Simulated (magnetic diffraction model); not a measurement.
# YbFe3 below its ordering temperature

Space group Pm-3m (no. 221), a = 4.0250 Å.

```csv
site,atom,x,y,z
1a,Yb,0,0,0
3c,Fe,1/2,0,1/2
```

The compound is invented for this exercise: a known structure type with other elements, its cell scaled to their sizes and not relaxed.

Only Yb is taken to order (form factors of Yb3+); orders and moment sizes are assumed, and not adapted to the symmetry. Radiation: neutrons of λ = 2.52 Å, 3° to 100°; isotropic B of 0.25 Å² (Yb) and 0.32 Å² (Fe). Simulated constant-wavelength pattern: nuclear and magnetic terms add, the magnetic one as |2.695 fm × Σ f S⊥ exp(2πi Q·r) exp(−B s²)|², summed over all Q at one angle with the factor 1/(sin²θ cos θ). For collinear order S is the moment m, which repeats by lattice and centring translations R with the sign exp(−2πi k·R). Free-ion form factors, Sears's scattering lengths of 1992, no absorption; a label names one of the reflections at its angle. The strongest nuclear line in the range is 100, and lines under 0.2 are left out.

Above the ordering temperature:

| 2θ (°) | index | I |
| --- | --- | --- |
| 36.48 | (1 0 0) | 1.1 |
| 52.55 | (1 1 0) | 1.2 |
| 65.67 | (1 1 1) | 100.0 |
| 77.52 | (2 0 0) | 60.1 |
| 88.85 | (2 1 0) | 1.2 |

Below it (cell unchanged):

```
2θ (°)      I
 31.46   14.6
 36.48    1.1
 52.55    1.2
 62.55   10.9
 65.67  100.0
 77.52   60.1
 86.04    6.1
 88.85    1.2
```

**Question.** Find the propagation vector, then choose among these models:
A. collinear moments along [010], 3.9 μB on Yb
B. collinear moments along [001], 3.9 μB on Yb
C. collinear moments along [111], 3.9 μB on Yb

The new lines index as (1/2 1/2 1/2) at 31.46°, (3/2 1/2 1/2) at 62.55° and (3/2 3/2 1/2) at 86.04°, that is as H ± k with k = (1/2 1/2 1/2). Half indices mean that the moments reverse under translations with k·R a half-integer, and the magnetic cell has twice the primitive volume.

Magnetic intensity, observed (below minus above) and for each model:

| 2θ (°) | index | observed | A | B | C |
| --- | --- | --- | --- | --- | --- |
| 31.46 | (1/2 1/2 -1/2) | 14.6 | 14.6 | 14.6 | 14.6 |
| 62.55 | (3/2 1/2 1/2) | 10.9 | 10.9 | 10.9 | 10.9 |
| 86.04 | (3/2 3/2 1/2) | 6.1 | 6.1 | 6.1 | 6.1 |

Models A, B and C match alike on every line, so these data can't choose among them (such ties are often domains of one structure): a powder sees only the angle between collinear moments and the unique axis of a uniaxial spin configuration, and no direction at all where the configuration is cubic.

The structure used: k = (1/2 1/2 1/2), collinear moments along [010], 3.9 μB on Yb.

[Logs are printed without paths, hosts, clocks, repeated set-up lines and the standing remarks that a program may print on its own settings, such as how far it seeks lower states.]
